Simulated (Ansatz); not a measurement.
# LiMgInN2: complex band structure, part 3 of 4

A new crystal, LiMgInN2: structure, gap and complex bands. It is built by putting In for B in the LiMgBN2 structure of space group I-4m2, with the volume rescaled by atomic radii. The parent structure comes from the Materials Project.

Ansatz 0.2.0; PBE DFT, plane waves, PAW files (the session's first sound run).

So far, gap on the k-mesh (eV): step 3 (the bulk crystal and its band edges) 0.830; step 4 (complex bands, plane (001), k-mesh 6×6×6) 0.830.

The structure was built from a prototype and need not be the compound's stable phase.

## (5) Complex bands, plane (110), k-mesh 8×8×8

Level of this step: PBE DFT, plane waves, PAW files; complex bands by layer matching along the plane's normal (Ansatz).

The same for the (110) plane, at (0, 0), (-0.5, -0.5) and (0.5, 0), to see how the decay depends on direction.

input.yaml

```yaml
crystal:
  lattice:
    - [6.295139092, 0.0, 0.0]
    - [3.936364271, 4.912617685, 0.0]
    - [1.179387411, -2.456308843, 2.72477665]
  atoms:
    - { symbol: Li, position: [0.75, 0.75, 0.5] }
    - { symbol: Mg, position: [0.25, 0.25, 0.5] }
    - { symbol: In, position: [0.5, 0.5, 0.0] }
    - { symbol: "N", position: [0.6736352466, 0.6736352466, 0.0] }
    - { symbol: "N", position: [0.3263647534, 0.3263647534, 0.0] }
kpoints:
  mp_grid: { grid: [8, 8, 8] }
scf:
  occupations: { method: fixed }
hamiltonian:
  xc: pbe
output:
  eigenvalues: true
  transmission:
    leads: [[0, 0]]
    kpoints: [[0.0, 0.0], [-0.5, -0.5], [0.5, 0.0]]
    e_range: [-1.0, 1.83]
    de: 0.07
```

Run with:

```sh
> ansatz run input.yaml --threads 2 --pin off --max-ram 4096MiB --backend cpu --events-out ev --progress --plain --runs-dir out
```

Numbers of over 12 decimals in the logs are rounded to 6 here.

The log of the run:

```text
[...]
Crystal: 5 atoms, lattice volume = 84.265 Å³
Basis set: ecut = 420 eV, 1655 PW (Γ)
Bands: 23, of which v1, the nominal top of the filled ones, is band 18 counted from 1 (17 counted from 0)
Symmetry: 8 space group operations
[...]
k-points: 59 of 512 (time reversal used)
[...]
SCF iter   1: F=—  HF=-8495.279334 eV  |F-HF|=—  |Δ(HF+E_count)|=         —  Δρ=2.69e-3  dr2=8.80e-3  ethr=1.77e-3  ⟨swp⟩=4.9  Hψ=5542  notcnv=0  defer=173
[...]
SCF iter   7: F=-8495.276555 eV  HF=-8495.276555 eV  |F-HF|=1.33e-8  |Δ(HF+E_count)|=   1.92e-7  Δρ=2.27e-6  dr2=6.88e-9  ethr=2.78e-10  ⟨swp⟩=7.9  Hψ=4891  notcnv=0
SCF 1 converged in 7 iterations: F = -8495.276555 eV  dr2 = 6.88e-9
[...]
transmission: 4 of 12 steps passed
transmission: 8 of 12 steps passed
transmission: 12 of 12 steps passed
SCF converged after 7 iterations
Free energy (F): -8495.276555 eV
[...]
Internal energy: -8495.276555 eV  (E = F + TS)
E sigma→0 (E₀):  -8495.276555 eV
Fermi energy:    4.831883 eV
[...]
--- Band table (eV; the first three rows and the last of 59) ---
  k-point 0: bands = [... 14 lower, 3.3652, 3.3652, 4.2443, 4.2443, 5.6620, 9.5903, 11.1139, 11.1139, ... 1 higher]
  k-point 1: bands = [... 14 lower, 3.0982, 3.6901, 3.7712, 4.1497, 6.2386, 9.7011, 9.9697, 10.5148, ... 1 higher]
  k-point 2: bands = [... 14 lower, 2.3834, 3.2613, 3.5461, 4.3484, 6.6255, 8.6479, 9.8910, 10.8159, ... 1 higher]
  k-point 58: bands = [... 14 lower, 2.9576, 2.9576, 4.8319, 4.8319, 7.3661, 8.4892, 10.1020, 10.9871, ... 1 higher]
--- Transmission ---
  basis      : 271 plane waves across, 4 finite elements along
  points     : 3, as listed
[...]
crystal 0  : N2In1Mg1Li1, at the sites [0, 0], period 2.7248 Å: whole cells are its period
[...]
channels       : 0.000000e0 a spin
[...]
slowest decay  : 0.1528 /Å at (0.0000, 0.0000)
```

Elapsed: 70 s, on 2 threads of Arm Neoverse V1, shared host; peak memory 0.75 GiB; 2.3 min of CPU time.

This step gave:

* free energy: -8495.2766 eV
* gap on the k-mesh: 0.8301 eV
* level to which the leads are filled: 0.4151 eV from the Fermi level
* decay constant at the filling level, zone centre: 0.1528 Å⁻¹
* decay constant at the filling level, slowest listed point: 0.1528 Å⁻¹

K parallel (0, 0); values up to 1.5 1/Å, a degenerate pair printed once or twice; energies at which all values exceed this have no row. Table of Im kz of the slowest decaying states by energy, zero at the highest filled level on the SCF mesh:

```
energy (eV)  decay 1 (Å⁻¹)  decay 2 (Å⁻¹)  decay 3 (Å⁻¹)  decay 4 (Å⁻¹)
      -1.00         0.0619          0.345          0.450          0.548
      -0.86          0.111          0.313          0.511          0.543
      -0.79          0.107          0.288          0.537          0.541
      -0.65          0.194          0.535          0.582           1.06
      -0.58         0.0269         0.0501         0.0674          0.532
      -0.44         0.0619          0.104          0.268          0.525
      -0.30          0.135          0.260          0.361          0.517
      -0.23          0.145          0.308          0.397          0.512
      -0.09          0.158          0.379          0.458          0.503
      -0.02          0.162          0.408          0.484          0.498
       0.12          0.165          0.456          0.488          0.532
       0.26          0.162          0.476          0.496          0.575
       0.33          0.159          0.470          0.513          0.595
       0.47          0.145          0.457          0.544          0.632
       0.54          0.135          0.450          0.557          0.649
       0.68          0.104          0.434          0.582          0.683
       0.82         0.0285          0.417          0.602          0.716
       0.89          0.408          0.611          0.732          0.804
       1.03          0.388          0.627          0.763          0.788
       1.10          0.377          0.634          0.778          0.781
       1.24          0.353          0.647          0.768          0.809
       1.38          0.324          0.657          0.757          0.822
       1.45          0.307          0.662          0.753          0.802
       1.59          0.266          0.669          0.752          0.844
       1.66          0.239          0.673          0.739          0.846
       1.80          0.145          0.678          0.713          0.851
```

K parallel (0, 0). Re kz of states that move upwards against energy, zero at the highest filled level on the SCF mesh:

```
energy (eV)  channel 1 (Å⁻¹)  channel 2 (Å⁻¹)  channel 3 (Å⁻¹)
      -1.00           -0.227                -                -
      -0.93           -0.199                -                -
      -0.86           -0.171                -                -
      -0.79           -0.142                -                -
      -0.72           -0.111                -                -
      -0.65           -0.199          -0.0732            0.379
      -0.58            0.455                -                -
      -0.44                -                -                -
      -0.37                -                -                -
      -0.30                -                -                -
      -0.23                -                -                -
      -0.16                -                -                -
      -0.09                -                -                -
      -0.02                -                -                -
       0.05                -                -                -
       0.12                -                -                -
       0.19                -                -                -
       0.26                -                -                -
       0.33                -                -                -
       0.47                -                -                -
       0.54                -                -                -
       0.61                -                -                -
       0.68                -                -                -
       0.75                -                -                -
       0.82                -                -                -
       0.89           0.0724                -                -
       0.96            0.110                -                -
       1.03            0.141                -                -
       1.10            0.169                -                -
       1.17            0.196                -                -
       1.24            0.223                -                -
       1.38            0.277                -                -
       1.45            0.307                -                -
       1.52            0.339                -                -
       1.59            0.375                -                -
       1.66            0.418                -                -
       1.73            0.476                -                -
       1.80            0.600                -                -
```

K parallel (-0.5, -0.5); values up to 1.5 1/Å, a degenerate pair printed once or twice; energies at which all values exceed this have no row. Im kz of the slowest decaying states against energy, zero at the highest filled level on the SCF mesh:

```
energy (eV)  decay 1 (Å⁻¹)  decay 2 (Å⁻¹)  decay 3 (Å⁻¹)  decay 4 (Å⁻¹)
      -1.00          0.329          0.554          0.583          0.698
      -0.86          0.360          0.484          0.585          0.683
      -0.72          0.353          0.382          0.613          0.668
      -0.58         0.0640          0.396          0.639          0.653
      -0.44          0.403          0.639          0.662          0.797
      -0.30          0.408          0.626          0.683          0.802
      -0.16          0.413          0.613          0.703          0.806
      -0.02          0.416          0.601          0.721          0.810
       0.12          0.147          0.310          0.418          0.589
       0.26          0.208          0.416          0.437          0.578
       0.40          0.248          0.412          0.522          0.566
       0.54          0.277          0.405          0.555          0.587
       0.68          0.299          0.396          0.544          0.639
       0.82          0.315          0.384          0.532          0.680
       0.96          0.328          0.369          0.520          0.693
       1.10          0.337          0.352          0.508          0.659
       1.24          0.330          0.344          0.496          0.624
       1.38          0.305          0.348          0.483          0.587
       1.52          0.273          0.350          0.469          0.548
       1.66          0.233          0.350          0.455          0.506
       1.80          0.179          0.348          0.440          0.460
```

K parallel (0.5, 0); values up to 1.5 1/Å, a degenerate pair printed once or twice; energies at which all values exceed this have no row. The Im kz of the slowest decaying states by energy, zero at the highest filled level on the SCF mesh:

```
energy (eV)  decay 1 (Å⁻¹)  decay 2 (Å⁻¹)  decay 3 (Å⁻¹)  decay 4 (Å⁻¹)
      -1.00          0.184          0.232           1.30           1.41
      -0.86          0.246          0.255           1.27           1.36
      -0.79          0.257          0.269           1.25           1.34
      -0.65          0.214          0.257           1.21           1.30
      -0.58          0.120          0.314           1.18           1.29
      -0.44          0.361          0.406           1.12           1.26
      -0.30          0.455          0.460           1.04           1.24
      -0.23          0.472          0.503           1.00           1.23
      -0.09          0.492          0.582          0.924           1.21
      -0.02          0.497          0.522          0.708          0.895
       0.12          0.481          0.498          0.842          0.873
       0.26          0.464          0.493          0.895          0.912
       0.33          0.457          0.489          0.921          0.934
       0.47          0.443          0.480          0.964           1.01
       0.54          0.437          0.475          0.974           1.02
       0.68          0.422          0.464          0.984           1.02
       0.82          0.404          0.451          0.987           1.03
       0.89          0.394          0.444          0.985           1.04
       1.03          0.371          0.429          0.977           1.05
       1.10          0.358          0.420          0.971           1.05
       1.24          0.328          0.400          0.955           1.06
       1.38          0.288          0.376          0.936           1.07
       1.45          0.264          0.361          0.926           1.08
       1.59          0.197          0.325          0.906           1.06
       1.66          0.143          0.302          0.897           1.05
       1.80          0.228          0.879           1.03           1.10
```

At the listed wavevectors the last open channel is at -0.02 eV and the next at +0.89 eV on the grid. At +0.40 eV, the grid energy nearest the filling level (the middle of the gap on the SCF mesh), the slowest state at the listed wavevectors decays with κ = 0.153 Å⁻¹, its amplitude falling by e over 6.5 Å; the first such run, plane (001), gave 0.203 Å⁻¹.

## (6) Band edges at another level

This step: LDA DFT, plane waves, PAW files (Ansatz 0.2.0).

The edges again with LDA, at the same atoms.

input.yaml

```yaml
crystal:
  lattice:
    - [-1.9267080467, 1.9267080467, 5.6748892852]
    - [1.9267080467, -1.9267080467, 5.6748892852]
    - [1.9267080467, 1.9267080467, -5.6748892852]
  atoms:
    - { symbol: Li, position: [0.25, 0.75, 0.5] }
    - { symbol: Mg, position: [0.75, 0.25, 0.5] }
    - { symbol: In, position: [0.5, 0.5, 0.0] }
    - { symbol: "N", position: [0.6736352466, 0.6736352466, 0.0] }
    - { symbol: "N", position: [0.3263647534, 0.3263647534, 0.0] }
kpoints:
  mp_grid: { grid: [8, 8, 8] }
  band_path: { path: [VBM, CBM], npoints: 30 }
scf:
  occupations: { method: fixed }
hamiltonian:
  xc: lda
output:
  eigenvalues: true
```

The log of the run:

```text
basis.fft_grid_basis auto: the FFT boxes are laid along the combinations [[1, 0, 1], [0, 1, 1], [0, 0, 1]] of the cell's own vectors, 3.853, 3.853 and 6.295 Å long. The dense box has 27×27×45 points. Along the cell's own vectors, as sized, it would have 45×45×45, 2.78 times as many. Of the 8 symmetry operations that the crystal satisfies within crystal.symmetry.tolerance (time reversal apart; of a slab, those that ke [...]
[...]
Crystal: 5 atoms, lattice volume = 84.265 Å³
Basis set: ecut = 420 eV, 1655 PW (Γ), FFT grids on a1+a3, a2+a3, a3
Bands: 23, of which v1, the nominal top of the filled ones, is band 18 counted from 1 (17 counted from 0)
Symmetry: 8 space group operations
[...]
k-points: 59 of 512 (time reversal used)
[...]
SCF iter   1: F=—  HF=-8309.379906 eV  |F-HF|=—  |Δ(HF+E_count)|=         —  Δρ=1.07e-2  dr2=1.22e-1  ethr=1.77e-3  ⟨swp⟩=4.9  Hψ=5550  notcnv=0  defer=174
[...]
SCF iter   7: F=-8309.344459 eV  HF=-8309.344459 eV  |F-HF|=5.07e-10  |Δ(HF+E_count)|=   2.23e-8  Δρ=3.06e-6  dr2=1.19e-8  ethr=2.78e-10  ⟨swp⟩=8.1  Hψ=4836  notcnv=0
SCF 1 converged in 7 iterations: F = -8309.344459 eV  dr2 = 1.19e-8
[...]
SCF converged after 7 iterations
Free energy (F): -8309.344459 eV
[...]
Internal energy: -8309.344459 eV  (E = F + TS)
E sigma→0 (E₀):  -8309.344459 eV
Fermi energy:    4.487352 eV
[...]
--- Band table (eV; the first three rows and the last of 59) ---
  k-point 0: bands = [... 14 lower, 2.9917, 2.9917, 3.8880, 3.8880, 5.2795, 9.1177, 10.6623, 10.6623, ... 1 higher]
  k-point 1: bands = [... 14 lower, 2.7258, 3.3262, 3.4092, 3.7883, 5.8579, 9.2661, 9.5117, 10.0641, ... 1 higher]
  k-point 2: bands = [... 14 lower, 1.9842, 2.8977, 3.1798, 3.9877, 6.2315, 8.2389, 9.4396, 10.3525, ... 1 higher]
  k-point 58: bands = [... 14 lower, 2.5798, 2.5798, 4.4874, 4.4874, 6.9746, 8.0996, 9.5669, 10.5268, ... 1 higher]
```

Wall time 12 s (2 threads); peak memory 0.36 GiB; 23 s of CPU time.

This step gave:

| Quantity | Value |
| --- | --- |
| free energy | -8309.3445 eV |
| Fermi energy | 4.487 eV |
| gap on the k-mesh | 0.7921 eV |
| gap on path | 0.7921 eV, by band count; negative where bands overlap |
| direct gap on path | 1.391 eV |

The electronic bands at the labelled points (eV, zero at the Fermi level (highest filled level under fixed occupations); v1 is the highest filled band, c1 the lowest empty one):

```
  point     v4     v3     v2     v1    c1    c2    c3    c4
    VBM  -1.91  -1.91   0.00   0.00  2.49  3.61  5.08  6.04
halfway  -2.30  -2.19  -1.20  -0.97  2.69  2.70  3.80  4.04
    CBM  -1.50  -1.50  -0.60  -0.60  0.79  4.63  6.17  6.17
```

The searched edges give 0.792 eV, as on the mesh.

For the gap on the k-mesh, step 3 gave 0.830 eV; this run, with LDA, gives 0.792 eV.

[end of part 3 of 4]

[Logs are printed without paths, hosts, clocks, repeated set-up lines and the standing remarks that a program may print on its own settings, such as how far it seeks lower states.]

[Hosts, paths, dates, database ids (printed as entryN), source tags and the programs' standing remarks are cut or masked in the printed files.]
